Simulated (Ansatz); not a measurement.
# Na on Cu(111): change of the work function, part 2 of 2

How does one ordered layer of Na (fcc site) change the work function of Cu(111), and what dipole does each adsorbate carry?

Ansatz 0.2.0; plane-wave DFT, PBE, Ansatz PAW.

So far, work function, upper face (eV): step 2 (the clean slab) 4.79.

**3. Adsorbate added**

System of this step: Na/Cu(111). The cell holds 17 atoms: 16 Cu and 1 Na. Cell: a = 5.105 Å, b = 5.105 Å, c = 26.945 Å, α = 90.0°, β = 90.0°, γ = 60.0°. Vacuum lies along c.

The clean slab as it ended is repeated in the plane and the adsorbate is set on one face; the cell's size fixes the coverage, and the k-mesh shrinks with it to keep the sampling density about even. Adsorbate and upper layers relax, since the dipole depends on the height.

input.yaml reads:

```yaml
crystal:
  lattice:
    - [5.1053109602, 1.0e-10, 0.0]
    - [2.5526554801, 4.4213289858, 0.0]
    - [0.0, 0.0, 26.9451372026]
  atoms:
    - { symbol: Cu, position: [0.0, 0.0, 0.3340120309] }
    - { symbol: Cu, position: [0.1666666667, 0.1666666667, 0.4113630741] }
    - { symbol: Cu, position: [0.3333333333, 0.3333333333, 0.4887141173] }
    - { symbol: Cu, position: [0.0, 0.0, 0.5660651605] }
    - { symbol: Cu, position: [0.0, 0.5, 0.3340120309] }
    - { symbol: Cu, position: [0.1666666667, 0.6666666667, 0.4113630741] }
    - { symbol: Cu, position: [0.3333333333, 0.8333333333, 0.4887141173] }
    - { symbol: Cu, position: [0.0, 0.5, 0.5660651605] }
    - { symbol: Cu, position: [0.5, 0.0, 0.3340120309] }
    - { symbol: Cu, position: [0.6666666667, 0.1666666667, 0.4113630741] }
    - { symbol: Cu, position: [0.8333333333, 0.3333333333, 0.4887141173] }
    - { symbol: Cu, position: [0.5, 0.0, 0.5660651605] }
    - { symbol: Cu, position: [0.5, 0.5, 0.3340120309] }
    - { symbol: Cu, position: [0.6666666667, 0.6666666667, 0.4113630741] }
    - { symbol: Cu, position: [0.8333333333, 0.8333333333, 0.4887141173] }
    - { symbol: Cu, position: [0.5, 0.5, 0.5660651605] }
    - { symbol: Na, position: [0.1666666667, 0.1666666667, 0.6659879691] }
kpoints:
  mp_grid: { grid: [6, 6, 1] }
hamiltonian:
  xc: pbe
scf:
  occupations: { method: fermi_dirac, width: 0.1 }
  convergence: { dr2_threshold: 1.0e-08 }
efield:
  axis: 3
  dipole_correction: true
  ramp_position: 0.97
  ramp_width: 0.06
relax:
  f_tol: 0.02
  max_steps: 60
  constraints: [{ sites: [0, 1, 4, 5, 8, 9, 12, 13] }]
output:
  dos: { projected: true, e_range: [-8, 4] }
  write_potential: true
  write_density: true
  volumetric_format: npy
  elf: true
```

Run with:

```sh
$ ansatz run input.yaml --threads 4 --pin off --max-ram 6144MiB --backend cpu --events-out ev --progress --plain --runs-dir out
```

Output:

```text
[...]
Crystal: 17 atoms, lattice volume = 608.213 Å³
Basis set: ecut = 420 eV, 11989 PW (Γ), exchange–correlation on 72×72×384 points (8 copies of the dense FFT grid, shifted against one another)
Bands: 188, of which v1, the nominal top of the filled ones, is band 157 counted from 1 (156 counted from 0)
Symmetry: 6 space group operations
[...]
k-points: 7 of 36 (time reversal used)
[...]
SCF iter   1: F=—  HF=-107486.039757 eV  |F-HF|=—  |Δ(HF+E_count)|=         —  Δρ=1.92e-3  dr2=2.14e-1  ethr=1.77e-3  p=0.327 e·Å  D=9.74e-2 V/Å  ΔV_dip=-2.62 eV  dr2_dipole=9.99e-2  V_vac-E_F(+/−)=2.11/4.73 eV  ⟨swp⟩=6.6  Hψ=5180  notcnv=0  defer=98
[...]
SCF iter  14: F=-107486.052156 eV  HF=-107486.052156 eV  |F-HF|=4.37e-11  |Δ(HF+E_count)|=   1.64e-8  Δρ=3.88e-7  dr2=1.11e-9  ethr=3.19e-12  p=0.329 e·Å  D=9.78e-2 V/Å  ΔV_dip=-2.63 eV  dr2_dipole=6.90e-11  V_vac-E_F(+/−)=2.14/4.78 eV  ⟨swp⟩=15.1  Hψ=9756  notcnv=0
SCF 1 converged in 14 iterations: F = -107486.052156 eV  dr2 = 1.11e-9
[...]
relax step   1: F+E_penalty+E_count = -107486.05215647 eV  Δ(F+E_penalty+E_count) = +0.000e0 eV  max|allowed force component| = 4.223e-1 eV/Å  Δτ_max = 0.0000 Å  (14 SCF iters, accepted)
[...]
iter 1 solved again at ethr=2.16e-6 eV; its pass at ethr=3.10e-3 eV (dr2=6.75e-3 eV) is discarded
[...]
SCF iter  11: F=-107486.083910 eV  HF=-107486.083910 eV  |F-HF|=5.78e-9  |Δ(HF+E_count)|=   9.88e-9  Δρ=5.77e-7  dr2=2.08e-9  ethr=3.19e-12  p=0.336 e·Å  D=1.00e-1 V/Å  ΔV_dip=-2.70 eV  dr2_dipole=1.72e-11  V_vac-E_F(+/−)=2.08/4.78 eV  ⟨swp⟩=8.6  Hψ=7844  notcnv=0
SCF 2 converged in 11 iterations: F = -107486.083910 eV  dr2 = 2.08e-9
[...]
relax step   2: F+E_penalty+E_count = -107486.08391040 eV  Δ(F+E_penalty+E_count) = -3.175e-2 eV  max|allowed force component| = 3.317e-1 eV/Å  Δτ_max = 0.0796 Å  (11 SCF iters, accepted)
SCF iter   1: F=—  HF=-107486.120510 eV  |F-HF|=—  |Δ(HF+E_count)|=         —  Δρ=1.60e-3  dr2=1.45e-2  ethr=4.32e-5  p=0.336 e·Å  D=1.00e-1 V/Å  ΔV_dip=-2.70 eV  dr2_dipole=1.05e-3  V_vac-E_F(+/−)=2.09/4.78 eV  ⟨swp⟩=5.4  Hψ=3411  notcnv=0  defer=116
[...]
SCF iter  11: F=-107486.116164 eV  HF=-107486.116164 eV  |F-HF|=5.97e-10  |Δ(HF+E_count)|=   2.00e-8  Δρ=1.33e-6  dr2=7.19e-9  ethr=3.19e-12  p=0.347 e·Å  D=1.03e-1 V/Å  ΔV_dip=-2.78 eV  dr2_dipole=1.06e-10  V_vac-E_F(+/−)=2.00/4.79 eV  ⟨swp⟩=13.4  Hψ=9547  notcnv=0
SCF 3 converged in 11 iterations: F = -107486.116164 eV  dr2 = 7.19e-9
[...]
relax step   3: F+E_penalty+E_count = -107486.11616417 eV  Δ(F+E_penalty+E_count) = -3.225e-2 eV  max|allowed force component| = 1.529e-1 eV/Å  Δτ_max = 0.1200 Å  (11 SCF iters, accepted)
[...]
relax step   4: F+E_penalty+E_count = -107486.12142418 eV  Δ(F+E_penalty+E_count) = -5.260e-3 eV  max|allowed force component| = 5.632e-2 eV/Å  Δτ_max = 0.0962 Å  (10 SCF iters, accepted)
SCF iter   1: F=—  HF=-107486.122086 eV  |F-HF|=—  |Δ(HF+E_count)|=         —  Δρ=1.68e-4  dr2=4.61e-4  ethr=9.62e-7  p=0.354 e·Å  D=1.05e-1 V/Å  ΔV_dip=-2.84 eV  dr2_dipole=1.47e-5  V_vac-E_F(+/−)=1.95/4.79 eV  ⟨swp⟩=3.3  Hψ=2701  notcnv=0  defer=105
[...]
SCF iter   9: F=-107486.122145 eV  HF=-107486.122145 eV  |F-HF|=1.92e-9  |Δ(HF+E_count)|=   6.01e-9  Δρ=4.38e-7  dr2=1.99e-9  ethr=3.19e-12  p=0.353 e·Å  D=1.05e-1 V/Å  ΔV_dip=-2.83 eV  dr2_dipole=3.04e-13  V_vac-E_F(+/−)=1.96/4.79 eV  ⟨swp⟩=6.7  Hψ=8234  notcnv=0
SCF 5 converged in 9 iterations: F = -107486.122145 eV  dr2 = 1.99e-9
relax step   5: F+E_penalty+E_count = -107486.12214453 eV  Δ(F+E_penalty+E_count) = -7.204e-4 eV  max|allowed force component| = 3.234e-3 eV/Å  Δτ_max = 0.0204 Å  (9 SCF iters, accepted)
NSCF: frozen V_eff on 7 k-points
[...]
WARN: The output density's exchange-correlation potential varies sharply where the density is thin. Do not read a vacuum level from v_tot or v_xc, or from such a field of the output density. On a cell that repeats whose density bears no net charge and no dipole along the vacuum's axis use v_es (v_loc + v_h of the components); under efield.dipole_correction with no amplitude use v_es + v_field, which holds any externa [...]
SCF converged after 9 iterations
Free energy (F): -107486.122145 eV
[...]
Internal energy: -107485.925992 eV  (E = F + TS)
E sigma→0 (E₀):  -107486.024068 eV
Entropy (-TS):   -0.196152 eV (-11.538 meV/atom)
Fermi energy:    3.250111 eV
Dipole field:    D = 0.105003 V/Å  (p = 0.352934 e·Å, saw-weighted, corrected)
Work function:   Φ+ = 1.9638 eV   Φ− = 4.7931 eV
[...]
--- Forces (eV/Å), atoms counted from 1 ---
  atom   1  Cu    -0.00198734    -0.00114739     0.00757339
  atom   2  Cu     0.00000000    -0.00000000     0.03565032
  atom   3  Cu    -0.00003243    -0.00001872    -0.00044752
  atom   4  Cu    -0.00061751    -0.00035652    -0.00047634
  atom   5  Cu    -0.00000000     0.00229478     0.00757339
  atom   6  Cu     0.01641803    -0.00947895    -0.02191679
  atom   7  Cu    -0.00000000     0.00003744    -0.00044752
  atom   8  Cu    -0.00000000     0.00071303    -0.00047634
  atom   9  Cu     0.00198734    -0.00114739     0.00757339
  atom  10  Cu    -0.00000000     0.01895790    -0.02191679
  atom  11  Cu     0.00003243    -0.00001872    -0.00044752
  atom  12  Cu     0.00061751    -0.00035652    -0.00047634
  atom  13  Cu     0.00000000    -0.00000000     0.00698351
  atom  14  Cu    -0.01641803    -0.00947895    -0.02191679
  atom  15  Cu    -0.00000000     0.00000000     0.00025101
  atom  16  Cu    -0.00000000     0.00000000    -0.00027171
  atom  17  Na    -0.00000000     0.00000000     0.00323412
  max |Σ_I F_I| component: 4.55e-5 eV/Å
--- Band table (eV; the first three rows and the last of 7) ---
  k-point 0: bands = [... 153 lower, 2.9308, 2.9342, 2.9342, 3.5877, 3.9130, 3.9322, 3.9322, 4.4812, ... 27 higher]
  k-point 1: bands = [... 153 lower, 2.5378, 3.0135, 3.0172, 3.0538, 3.6602, 3.6789, 3.8272, 3.8853, ... 27 higher]
  k-point 2: bands = [... 153 lower, 2.6611, 2.7194, 3.0710, 3.0737, 3.6231, 3.6306, 3.8945, 4.7203, ... 27 higher]
  k-point 6: bands = [... 153 lower, 1.5902, 2.4000, 2.4206, 2.4284, 4.1300, 4.2150, 4.2461, 5.3226, ... 27 higher]
--- Relaxed structure (5 steps of the walk, 5 accepted, 0 SCFs on fresh bases) ---
  F+E_penalty+E_count = -107486.12214453 eV   max|allowed force component| = 3.234e-3 eV/Å
  atoms:
    - { symbol: Cu, position: [-1.795949e-17, -1.795949e-17, 0.334012] }
    - { symbol: Cu, position: [0.166667, 0.166667, 0.411363] }
    - { symbol: Cu, position: [0.334076, 0.334076, 0.488730] }
    - { symbol: Cu, position: [-0.00111253, -0.00111253, 0.565320] }
    - { symbol: Cu, position: [-2.775558e-17, 0.500000, 0.334012] }
    - { symbol: Cu, position: [0.166667, 0.666667, 0.411363] }
    - { symbol: Cu, position: [0.334076, 0.831848, 0.488730] }
    - { symbol: Cu, position: [-0.00111253, 0.502225, 0.565320] }
    - { symbol: Cu, position: [0.500000, -1.795949e-17, 0.334012] }
    - { symbol: Cu, position: [0.666667, 0.166667, 0.411363] }
    - { symbol: Cu, position: [0.831848, 0.334076, 0.488730] }
    - { symbol: Cu, position: [0.502225, -0.00111253, 0.565320] }
    - { symbol: Cu, position: [0.500000, 0.500000, 0.334012] }
    - { symbol: Cu, position: [0.666667, 0.666667, 0.411363] }
    - { symbol: Cu, position: [0.833333, 0.833333, 0.488020] }
    - { symbol: Cu, position: [0.500000, 0.500000, 0.568821] }
    - { symbol: Na, position: [0.166667, 0.166667, 0.655768] }
```

Run time: 2.3 min. Hardware: 4 threads of Intel Xeon at 2.70GHz, shared host; peak memory 2.8 GiB; 8.9 min of CPU time.

Relaxation path:

| step | energy less that of the first step (eV) | largest force component (eV/Å) |
| --- | --- | --- |
| 1 | 0.0000 | 0.4223 |
| 2 | -0.0318 | 0.3317 |
| 3 | -0.0640 | 0.1529 |
| 4 | -0.0693 | 0.0563 |
| 5 | -0.0700 | 0.0032 |

The run keeps the 6 symmetry operations that the program found, so distortions that break them were not tested.

The atoms that moved most (Å):

| atom | dx | dy | dz | length |
| --- | --- | --- | --- | --- |
| Na17 | 0.000 | 0.000 | -0.275 | 0.275 |
| Cu16 | 0.000 | 0.000 | 0.074 | 0.074 |
| Cu4 | -0.009 | -0.005 | -0.020 | 0.022 |
| Cu8 | 0.000 | 0.010 | -0.020 | 0.022 |
| Cu12 | 0.009 | -0.005 | -0.020 | 0.022 |
| Cu15 | 0.000 | 0.000 | -0.019 | 0.019 |
| Cu11 | -0.006 | 0.003 | 0.000 | 0.007 |
| Cu7 | 0.000 | -0.007 | 0.000 | 0.007 |

Final coordinates:

```xyz
17
Lattice="5.1053 0.0000 0.0000 2.5527 4.4213 0.0000 0.0000 0.0000 26.9451" Properties=species:S:1:pos:R:3
Cu    0.0000    0.0000    9.0000
Cu    1.2763    0.7369   11.0842
Cu    2.5583    1.4771   13.1689
Cu   -0.0085   -0.0049   15.2326
Cu    1.2763    2.2107    9.0000
Cu    2.5527    2.9476   11.0842
Cu    3.8290    3.6779   13.1689
Cu    1.2763    2.2205   15.2326
Cu    2.5527    0.0000    9.0000
Cu    3.8290    0.7369   11.0842
Cu    5.0996    1.4771   13.1689
Cu    2.5612   -0.0049   15.2326
Cu    3.8290    2.2107    9.0000
Cu    5.1053    2.9476   11.0842
Cu    6.3816    3.6844   13.1498
Cu    3.8290    2.2107   15.3270
Na    1.2763    0.7369   17.6698
```

Read from the output:

| Quantity | Value |
| --- | --- |
| energy at zero smearing | -107486.0241 eV |
| work function, upper face | 1.964 eV |
| work function, lower face | 4.793 eV |
| dipole along the normal | 0.3529 e·Å |
| step between the vacuum levels | -2.829 eV |

Running mean over 2.084 Å of the planar mean; the ramp of the sawtooth is left out. Table of electron's electrostatic potential energy less the Fermi level by z:

| z (Å) | electron's electrostatic potential energy less the Fermi level (eV) |
| --- | --- |
| 3.5 | 4.79 |
| 4.0 | 4.79 |
| 4.5 | 4.79 |
| 5.0 | 4.79 |
| 5.5 | 4.78 |
| 6.0 | 4.74 |
| 6.5 | 4.60 |
| 7.0 | 4.10 |
| 7.5 | 1.99 |
| 8.0 | -2.78 |
| 8.5 | -7.13 |
| 9.0 | -8.58 |
| 9.5 | -8.78 |
| 10.0 | -8.81 |
| 10.5 | -8.84 |
| 11.0 | -8.86 |
| 11.5 | -8.86 |
| 12.0 | -8.87 |
| 12.5 | -8.86 |
| 13.0 | -8.85 |
| 13.5 | -8.83 |
| 14.0 | -8.76 |
| 14.5 | -8.74 |
| 15.0 | -8.74 |
| 15.5 | -8.31 |
| 16.0 | -5.84 |
| 16.5 | -1.87 |
| 17.0 | 0.248 |
| 17.5 | 0.270 |
| 18.0 | 0.00826 |
| 18.5 | 0.252 |
| 19.0 | 1.09 |
| 19.5 | 1.56 |
| 20.0 | 1.76 |
| 20.5 | 1.86 |
| 21.0 | 1.91 |
| 21.5 | 1.94 |
| 22.0 | 1.95 |
| 22.5 | 1.96 |
| 23.0 | 1.96 |
| 23.5 | 1.96 |

The density of states has structure finer than the step of the table below, so its rows give means over 0.25 eV. Peaks (eV: height): -2.890: 115, -2.800: 103, -2.740: 97.0, -2.650: 74.1, -2.380: 96.4, -2.080: 81.5, -1.650: 106.

Table of density of states by energy, zero at the Fermi level; means over each step:

| energy (eV) | density of states (states/eV a cell) |
| --- | --- |
| -7.75 | 1.30 |
| -7.50 | 2.50 |
| -7.25 | 1.96 |
| -7.00 | 2.00 |
| -6.75 | 1.81 |
| -6.50 | 3.66 |
| -6.25 | 2.00 |
| -6.00 | 3.16 |
| -5.75 | 2.57 |
| -5.50 | 6.66 |
| -5.25 | 6.88 |
| -5.00 | 4.35 |
| -4.75 | 19.1 |
| -4.50 | 16.7 |
| -4.25 | 34.8 |
| -4.00 | 27.7 |
| -3.75 | 33.5 |
| -3.50 | 38.4 |
| -3.25 | 36.9 |
| -3.00 | 70.4 |
| -2.75 | 73.4 |
| -2.50 | 52.3 |
| -2.25 | 49.2 |
| -2.00 | 69.9 |
| -1.75 | 82.1 |
| -1.50 | 35.4 |
| -1.25 | 8.98 |
| -1.00 | 5.13 |
| -0.75 | 8.79 |
| -0.50 | 4.96 |
| -0.25 | 5.56 |
| 0.00 | 5.07 |
| 0.25 | 7.01 |
| 0.50 | 7.08 |
| 0.75 | 5.24 |
| 1.00 | 5.41 |
| 1.25 | 4.99 |
| 1.50 | 7.07 |
| 1.75 | 5.58 |

Projected DOS per atom over height of the atomic layer and energy from the Fermi level. Layers: Cu4 Cu4 Cu4 Cu4 Na from below.

Ten even steps from '0' (0.00 states/eV) to '9' (5.24 states/eV), each cell a mean:
```
00000
00001
00001
00000
00000
00000
00000
33320
97890
75570
96690
45550
33330
24420
12210
01100
00000
00000
00000
00000
00000
00000
```
Columns: height of the atomic layer (Å) from 9 to 17.7 (not evenly spaced); rows upwards: energy from the Fermi level (eV) from -7.96 to 1.95.

Valence density in the ca plane at fractional y = 0.167, with atoms of Cu and Na within 0.2 Å of it. It is the smooth field of the valence electrons, not physical close to the nuclei.

Ten steps, logarithmic in the rise over the least value, from '0' (0 e/Å³) to '9' (46 e/Å³), each cell a mean:
```
12210001100123211122100000000000000000000000
12210011100122210122100000000000000000000000
11110124310111100111100000000000000000000000
00000268731001000000000000000000000000000000
00000279841000000000000000000000000000000000
01100157631001000011000000000000000000000000
11110123210111100111100000000000000000000000
12210001100123211122100000000000000000000000
12210011100122210122100000000000000000000000
11110124310111100111100012200000000000000000
00000268731000000000000046630000000000000000
00000279841000000000000157740000000000000000
01100157631001000001000036520000000000000000
11110123210111100111100001100000000000000000
```
Columns run along c (16.0 Å, from fractional 0.32 to 0.91 of the cell), rows up along a (5.1 Å). Atoms in or near the plane, at fractional coordinates: Cu at (0.41, 0.17), Cu at (0.41, 0.67), Na at (0.66, 0.17).

Electrostatic potential energy in the ca plane at fractional y = 0.167, with atoms of Cu and Na within 0.2 Å of it. With pseudopotentials it is smooth inside the atoms' cores, unlike the true potential.

Values in eV, 8 rows by 16 columns, each cell a mean:
```
-14  -1   2   3 -10  -5  -8  -6   5   3   4   5   6   6   6   6
 -2   1 -20  -9  -1   1   0   1   6   6   6   6   6   6   6   6
  4   2 -39 -23   4   5   5   5   6   6   6   6   6   6   6   6
 -2   1 -21  -9   0   2   0   1   6   6   6   6   6   6   6   6
-14  -1   2   3 -10  -5  -8  -6   5   3   4   5   6   6   6   6
 -2   1 -20  -9  -1   1   1   1   1 -15   1   5   6   6   6   6
  4   2 -39 -23   4   5   5   5  -6 -41  -1   5   6   6   6   6
 -2   1 -21  -9   0   2   1   1   1 -17   1   5   6   6   6   6
```
Columns run along c (16.0 Å, from fractional 0.32 to 0.91 of the cell; values clipped at the 3rd and 97th percentile), rows up along a (5.1 Å). Atoms in or near the plane, at fractional coordinates: Cu at (0.41, 0.17), Cu at (0.41, 0.67), Na at (0.66, 0.17).

ELF in the ca plane at fractional y = 0.167, with atoms of Cu and Na within 0.2 Å of it. It is the smooth field of the valence electrons, not physical close to the nuclei.

Values, 8 rows by 16 columns, each cell a mean:
```
0.18 0.19 0.21 0.22 0.18 0.19 0.18 0.19 0.19 0.04 0.07 0.20 0.09 0.02 0.00 0.00
0.19 0.20 0.24 0.21 0.20 0.20 0.19 0.21 0.25 0.17 0.18 0.15 0.05 0.01 0.00 0.00
0.28 0.24 0.53 0.29 0.27 0.24 0.25 0.28 0.24 0.19 0.18 0.11 0.04 0.01 0.00 0.00
0.19 0.20 0.24 0.21 0.20 0.20 0.19 0.21 0.25 0.18 0.18 0.14 0.05 0.01 0.00 0.00
0.18 0.19 0.21 0.22 0.18 0.19 0.18 0.19 0.19 0.04 0.07 0.20 0.09 0.02 0.00 0.00
0.19 0.20 0.24 0.21 0.20 0.20 0.19 0.22 0.16 0.43 0.07 0.20 0.13 0.03 0.00 0.00
0.28 0.24 0.53 0.29 0.27 0.24 0.25 0.32 0.26 0.46 0.18 0.18 0.15 0.03 0.00 0.00
0.19 0.20 0.24 0.21 0.20 0.20 0.19 0.23 0.16 0.45 0.08 0.20 0.13 0.03 0.00 0.00
```
Columns run along c (16.0 Å, from fractional 0.32 to 0.91 of the cell), rows up along a (5.1 Å). Atoms in or near the plane, at fractional coordinates: Cu at (0.41, 0.17), Cu at (0.41, 0.67), Na at (0.66, 0.17).

The relaxation took 5 steps and lowered the energy by 0.070 eV; the largest force on the free atoms ends at 0.0032 eV/Å.

By hand: a sheet of dipoles makes a step −p/(ε₀A) in the electron's potential. With e/ε₀ = 180.95 V·Å, p = 0.3529 e·Å and A = 22.57 Å², that is −180.95 × (0.3529) / 22.57 = -2.829 eV, and the two vacuum levels of the run differ by -2.829 eV.

The covered face has 1.96 eV, -2.82 eV against the clean one; the bare back face has moved by +0.01 eV, a measure of how thin the slab is.

**4. Work function against coverage**

This step: plane-wave DFT, PBE, Ansatz PAW; work function against coverage (Ansatz 0.2.0).

The runs are now put side by side.

Numbers from this step:

```
work function of the clean face     : 4.786 eV
largest change of the work function : -2.822 eV
```

Table of work function of the covered face by coverage:

| coverage (adsorbates/nm²) | work function of the covered face (eV) |
| --- | --- |
| 0.00 | 4.79 |
| 4.43 | 1.96 |

The dipole per adsorbate comes from the change of the cell's dipole. Coverage, by row:

| coverage (1/nm²) | coverage (ML) | work function (eV) | change (eV) | dipole per adsorbate, positive end outwards (debye) | mean height of the added atoms over the highest substrate atom (Å) |
| --- | --- | --- | --- | --- | --- |
| 4.43 | 0.25 | 1.964 | -2.822 | 1.695 | 2.343 |

**5. Results**

```
work function of the clean face                        : 4.79 eV
work function at 0.25 ML                               : 1.96 eV
dipole per adsorbate at 0.25 ML, positive end outwards : 1.70 D
```

In words: Na lowers the work function of Cu(111) at the lowest coverage, by 2.82 eV: the adsorbate layer has its positive end outwards. One coverage alone was completed, so no trend follows. The slab has 4 layers, at the tabulated experimental lattice constant, one starting site was run, and quantum-size effects of a slab this thin can reach one or two tenths of an eV.

[Long decimals in the printed logs are rounded to 6 places.]

[Logs are printed without paths, hosts, clocks, repeated set-up lines and the standing remarks that a program may print on its own settings, such as how far it seeks lower states.]

[Hosts, paths, dates, database ids (printed as entryN), source tags and the programs' standing remarks are cut or masked in the printed files.]

[Maps of the electrostatic potential energy from Ansatz leave out the sawtooth potential of an applied field or a dipole correction, so their vacuum need not be flat; planar profiles and work functions include it.]

[The density of states shown here was stored with 400 of the rows of the run's finer table, so its peaks can read low, often by over a quarter, or be missed, and its means over a window can be off by a tenth or more.]
